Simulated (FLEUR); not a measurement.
# MnSe: parallel and opposed starts

A self-consistent run ends on one state, which hangs on the start. Several orders of MnSe are started in FLEUR and their energies compared.

Program: FLEUR MaX-R8.1. Level of theory: PBEsol with U = 4 eV on Mn d; all-electron FLAPW, Dirac cores, scalar-relativistic bands. Results are calculated unless marked as measured.

The database entry behind the starting cell differs from later determinations by our own check (about 0.4 % short), so it need not match the best structure at ambient conditions.

**1. Set-up**

It takes space group Fm-3m (No. 225, cubic). Conventional cell: a = 5.440 Å, b = 5.440 Å, c = 5.440 Å, α = 90.00°, β = 90.00°, γ = 90.00°. Mn has 6 Se at 2.72 Å nearest. Nearest to Se lie 6 Mn at 2.72 Å. Farther neighbours and most contacts between anions are not listed.

Structure file:

```
Mn Se
1.0
     0.00000    2.72000    2.72000
     2.72000    0.00000    2.72000
     2.72000    2.72000    0.00000
Mn Se
1 1
Cartesian
  0.0000 0.0000 0.0000
  2.7200 2.7200 2.7200
```

**2. Start 1: ferro +**

The parallel start comes first: it shows whether parallel moments hold. A Hubbard U acts on the open shell, since semilocal functionals spread its electrons too much.

inpgen writes inp.xml from crystal.txt; cutoffs, mixing, functional, smearing and local orbitals are then set in the file. The k list default-1 (kpts.xml, not shown) is a Γ-centred 8×8×8 mesh; where the ranks do not divide the number of points, some are split in two of half the weight.

The input, inp.xml:

```
<?xml version="1.0" encoding="UTF-8" standalone="no"?>
<fleurInput fleurInputVersion="0.39">
   <comment>
      MnSe
   </comment>
   <calculationSetup>
      <cutoffs Kmax="3.6" Gmax="10.8" GmaxXC="10.8" numbands="0"/>
      <scfLoop itmax="130" minDistance="0.0001" maxIterBroyd="15" imix="Anderson" alpha="0.05" precondParam="0.0" spinf="2.0" sdNocoIR="T"/>
      <coreElectrons ctail="T" frcor="F" kcrel="0" coretail_lmax="0"/>
      <xcFunctional name="PBEs" relativisticCorrections="F"/>
      <magnetism jspins="2"/>
      <soc l_soc="F" theta="0.0" phi="0.0" spav="F"/>
      <expertModes spex="0" secvar="F"/>
      <geometryOptimization l_f="F" forcealpha="1.0" forcemix="BFGS" epsdisp="0.00001" epsforce="0.00001"/>
      <ldaU l_linMix="F" mixParam="0.05" spinf="1.0"/>
   </calculationSetup>
   <cell>
      <bzIntegration valenceElectrons="31.0" mode="hist" fermiSmearingEnergy="0.00293995">
         <kPointListSelection listName="default-1"/>
         <xi:include xmlns:xi="http://www.w3.org/2001/XInclude" href="kpts.xml"> </xi:include>
      </bzIntegration>
      <xi:include xmlns:xi="http://www.w3.org/2001/XInclude" href="sym.xml"> </xi:include>
      <bulkLattice scale="1.0">
         <bravaisMatrix>
            <row-1>    0.0000000000000000     5.1400550589120000     5.1400550589120000</row-1>
            <row-2>    5.1400550589120000     0.0000000000000000     5.1400550589120000</row-2>
            <row-3>    5.1400550589120000     5.1400550589120000     0.0000000000000000</row-3>
         </bravaisMatrix>
      </bulkLattice>
   </cell>
   <atomSpecies>
      <species name="Manganese 4.500" element="Mn" atomicNumber="25">
         <mtSphere radius="2.51" gridPoints="829" logIncrement="0.015"/>
         <atomicCutoffs lmax="10" lnonsphr="8"/>
         <electronConfig flipSpins="F">
            <coreConfig>(1s1/2) (2s1/2) (2p1/2) (2p3/2)</coreConfig>
            <valenceConfig>(3s1/2) (3p1/2) (3p3/2) (4s1/2) (3d3/2) (3d5/2)</valenceConfig>
            <stateOccupation state="(3d3/2)" spinUp="1.75" spinDown="0.25"/>
            <stateOccupation state="(3d5/2)" spinUp="3.0" spinDown="0.0"/>
         </electronConfig>
         <energyParameters s="4" p="4" d="3" f="4"/>
         <ldaU l="2" U="4.0" J="0.0" l_amf="F"/>
         <lo type="SCLO" l="0" n="3" eDeriv="0"/>
         <lo type="SCLO" l="1" n="3" eDeriv="0"/>
      </species>
      <species name="Selenium (Se)" element="Se" atomicNumber="34">
         <mtSphere radius="2.51" gridPoints="829" logIncrement="0.015"/>
         <atomicCutoffs lmax="10" lnonsphr="8"/>
         <electronConfig flipSpins="F">
            <coreConfig>(1s1/2) (2s1/2) (2p1/2) (2p3/2) (3s1/2) (3p1/2) (3p3/2)</coreConfig>
            <valenceConfig>(4s1/2) (3d3/2) (3d5/2) (4p1/2) (4p3/2)</valenceConfig>
            <stateOccupation state="(4p1/2)" spinUp="0.666667" spinDown="0.666667"/>
            <stateOccupation state="(4p3/2)" spinUp="1.333333" spinDown="1.333333"/>
         </electronConfig>
         <energyParameters s="4" p="4" d="3" f="4"/>
      </species>
   </atomSpecies>
   <atomGroups>
      <atomGroup species="Manganese 4.500">
         <relPos label="                   1">.0000000000 .0000000000 .0000000000</relPos>
         <force calculate="T" relaxXYZ="TTT"/>
      </atomGroup>
      <atomGroup species="Selenium (Se)">
         <relPos label="                   2">1.000/2.000 1.000/2.000 1.000/2.000</relPos>
         <force calculate="T" relaxXYZ="TTT"/>
      </atomGroup>
   </atomGroups>
   <output dos="F" band="F" slice="F">
      <bandDOS minEnergy="-.5*Htr" maxEnergy="0.5*Htr" sigma="0.015" storeEVData="T"/>
      <plotting iplot="0" polar="F">
         <plot TwoD="T" vec1="  1.0  0.0  0.0" vec2="  0.0  1.0  0.0" vec3="  0.0  0.0  1.0" zero="  0.0  0.0  0.0" file="plot"/>
      </plotting>
      <moessbauerParams electricFieldGradient="F" isomerShift="F" coreHyperfine="F" valenceHyperfine="F"/>
   </output>
</fleurInput>
```

The input, crystal.txt:

```
MnSe
&input film=F cartesian=F /
0.00000000000  2.72000000000  2.72000000000
2.72000000000  0.00000000000  2.72000000000
2.72000000000  2.72000000000  0.00000000000
1.8897261246
1.0 1.0 1.0

2
25 0.00000000000  0.00000000000  0.00000000000 : 4.500
34 0.50000000000  0.50000000000  0.50000000000

&kpt div1=8 div2=8 div3=8 gamma=T /
```

The run is started by

```bash
$ OMP_NUM_THREADS=1 inpgen -f crystal.txt > inpgen.log  # inp.xml is then edited as shown
$ OMP_NUM_THREADS=1 mpirun -n 4 fleur_MPI > fleur.log
```

Log:

```text
Welcome to FLEUR        (www.flapw.de)
      MaX-Release 8.1          (www.max-centre.eu)

 ========== k-point set info ==========
 Selected k-point list: default-1
 k-point list type: mesh
 0 x 0 x 0
 Number of k points: 32

 ------------Calculation Setup---------------------------
 Number of MPI-tasks      :            4
 Number of PE/node        :            4
 Number of OMP-threads    :            1
 k-points in parallel     :            4
 pe's per k-point         :            1
 No of k-point loops      :            8
 Eigenvalue solver        :       lapack
 Number of basis functions:          234
 Approximate size of matrices (H+S) per k-point:         0.001 GB
 --------------------------------------------------------
 no density matrix found ... skipping LDA+U
 Reset of history
 Iteration:     1   Distance:       4.64113257 me/bohr^3
 Iteration:     2   Distance:       7.10768967 me/bohr^3
 Iteration:     3   Distance:       6.73396351 me/bohr^3
 Iteration:     4   Distance:       2.07943723 me/bohr^3
 Iteration:     5   Distance:       0.94879896 me/bohr^3
 Iteration:     6   Distance:       0.92752758 me/bohr^3
 Iteration:     7   Distance:       0.24995991 me/bohr^3
 Iteration:     8   Distance:       0.08337963 me/bohr^3
 Iteration:     9   Distance:       0.06175600 me/bohr^3
 Iteration:    10   Distance:       0.01035592 me/bohr^3
 Iteration:    11   Distance:       0.01324929 me/bohr^3
 Iteration:    12   Distance:       0.00151847 me/bohr^3
 Iteration:    13   Distance:       0.00131178 me/bohr^3
 Iteration:    14   Distance:       0.00019781 me/bohr^3
 Iteration:    15   Distance:       0.00004557 me/bohr^3

 ********************************************************************
 Run finished successfully
 Stop message:
   all done
 ********************************************************************

--- out.xml (last complete iteration) ---
<iteration numberForCurrentRun="   15" overallNumber="   15">
         [... left out ...]
         <bandgap value="1.1856059855" units="eV"/>
         <sumValenceSingleParticleEnergies value="-28.8992821156" units="Htr"/>
         <FermiEnergy value="0.2692912115" units="Htr"/>
         <valenceDensity>
            <mtCharges spin="1">
               <mtCharge atomType="1" total="9.1693004" s="1.1756596" p="3.1638839" d="4.8130654" f="0.0138866"/>
               <mtCharge atomType="2" total="7.5184328" s="0.8407840" p="1.6565943" d="5.0095843" f="0.0083979"/>
            </mtCharges>
            <mtCharges spin="2">
               <mtCharge atomType="1" total="4.4713284" s="1.1150549" p="3.1198574" d="0.2216996" f="0.0120569"/>
               <mtCharge atomType="2" total="7.4272689" s="0.8240748" p="1.5992938" d="5.0013150" f="0.0021490"/>
            </mtCharges>
            <spinDependentCharge spin="1" total="18.0000000" interstitial="1.3122668" mtSpheres="16.6877332"/>
            <spinDependentCharge spin="2" total="13.0000000" interstitial="1.1014027" mtSpheres="11.8985973"/>
            <totalCharge value="31.0000000000"/>
         </valenceDensity>
         [... left out ...]
         <allElectronCharges>
            <spinDependentCharge spin="1" total="32.0000000" interstitial="1.3122810" mtSpheres="30.6877190"/>
            <spinDependentCharge spin="2" total="27.0000000" interstitial="1.1014168" mtSpheres="25.8985832"/>
            <totalCharge value="58.9999999942"/>
         </allElectronCharges>
         <magneticMomentsInMTSpheres units="muBohr">
            <globalMagMoment atomType="1" vec="0.00000   0.00000   4.69797"/>
            <localMagMoment atomType="1" vec="0.00000   0.00000   4.69797"/>
            <globalMagMoment atomType="2" vec="0.00000   0.00000   0.09116"/>
            <localMagMoment atomType="2" vec="0.00000   0.00000   0.09116"/>
         </magneticMomentsInMTSpheres>
         <moessbauerParams unitsHFF="kG" unitsIS="e/bohr^3" unitsEFG="Htr/bohr^2">
         </moessbauerParams>
         <totalEnergy value="    -3586.1022192864" units="Htr">
            <sumOfEigenvalues value="    -2078.1216179973">
               <coreElectrons value="-2049.2223358817"/>
               <valenceElectrons value="-28.8992821156"/>
            </sumOfEigenvalues>
            <densityCoulombPotentialIntegral value="-5555.9122502466"/>
            <densityEffectivePotentialIntegral value="-5736.4239120501"/>
            <chargeDenXCDenIntegral value="-137.6733966812"/>
            <FockExchangeEnergyValence value="0.0000000000"/>
            <FockExchangeEnergyCore value="0.0000000000"/>
            <atomTypeDependentContributions atomType="1">
               <electronNucleiInteractionDifferentMTs value="1379.1713246271"/>
               <MadelungTerm value="-9.5343593557"/>
            </atomTypeDependentContributions>
            <atomTypeDependentContributions atomType="2">
               <electronNucleiInteractionDifferentMTs value="2928.9581431367"/>
               <MadelungTerm value="-11.4529384526"/>
            </atomTypeDependentContributions>
            <dftUCorrection value="-0.3417740373"/>
            <tkbTimesEntropy value="0.0000001652"/>
            <freeEnergy value="-3586.1022194516"/>
            <extrapolationTo0K value="-3586.1022193690"/>
         </totalEnergy>
         <ldaUDensityMatrix>
            <densityMatrixFor spin="1" atomType="1" uIndex="1" l="2" U="4.00000000" J="0.00000000">
               (+0.96543,+0.00000) (+0.00000,+0.00000) (+0.00000,+0.00000) (+0.00000,+0.00000) (+0.01408,+0.00000)
               (+0.00000,+0.00000) (+0.95135,+0.00000) (+0.00000,+0.00000) (+0.00000,+0.00000) (+0.00000,+0.00000)
               (+0.00000,+0.00000) (+0.00000,+0.00000) (+0.97951,+0.00000) (+0.00000,+0.00000) (+0.00000,+0.00000)
               (+0.00000,+0.00000) (+0.00000,+0.00000) (+0.00000,+0.00000) (+0.95135,+0.00000) (+0.00000,+0.00000)
               (+0.01408,+0.00000) (+0.00000,+0.00000) (+0.00000,+0.00000) (+0.00000,+0.00000) (+0.96543,+0.00000)
            </densityMatrixFor>
            <densityMatrixFor spin="2" atomType="1" uIndex="1" l="2" U="4.00000000" J="0.00000000">
               (+0.05151,+0.00000) (+0.00000,+0.00000) (+0.00000,+0.00000) (+0.00000,+0.00000) (+0.03585,+0.00000)
               (+0.00000,+0.00000) (+0.01566,+0.00000) (+0.00000,+0.00000) (+0.00000,+0.00000) (+0.00000,+0.00000)
               (+0.00000,+0.00000) (+0.00000,+0.00000) (+0.08736,+0.00000) (+0.00000,+0.00000) (+0.00000,+0.00000)
               (+0.00000,+0.00000) (+0.00000,+0.00000) (+0.00000,+0.00000) (+0.01566,+0.00000) (+0.00000,+0.00000)
               (+0.03585,+0.00000) (+0.00000,+0.00000) (+0.00000,+0.00000) (+0.00000,+0.00000) (+0.05151,+0.00000)
            </densityMatrixFor>
         </ldaUDensityMatrix>
         <ldaUDensityMatrixConvergence>
            <distance spin="1" distance="0.000000"/>
            <distance spin="2" distance="0.000001"/>
         </ldaUDensityMatrixConvergence>
         <densityConvergence units="me/bohr^3">
            <chargeDensity spin="1" distance="0.0000155269"/>
            <chargeDensity spin="2" distance="0.0000342242"/>
            <overallChargeDensity distance="0.0000455695"/>
            <spinDensity distance="0.0000273529"/>
         </densityConvergence>
      </iteration>
```

Run time: 10 s. Hardware: 4 MPI ranks of AMD EPYC 9R14 (Zen 4), shared host; peak memory 0.26 GiB.

Numbers from this step:

| Item | Value |
| --- | --- |
| free energy | -97582.8126 eV |
| program's band gap on this mesh (in a metal only a level spacing) | 1.186 eV |
| magnetization | 5 μB |
| final state | ferromagnetic |
| largest moment | 4.698 μB |

After 15 cycles the largest moment stands at 4.70 μB.

(Part 1 of 2 ends here.)

[Logs and program files are shortened in this print: banners, set-up blocks, solver, clock and traceback lines can be left out without a mark of their own.]

[Logs are printed without paths, hosts, clocks, repeated set-up lines and the standing remarks that a program may print on its own settings, such as how far it seeks lower states.]

[Hosts, paths, dates, database ids (printed as entryN), source tags and the programs' standing remarks are cut or masked in the printed files.]

[Where a cell is said to come from a database of computed structures, the database is the Materials Project.]
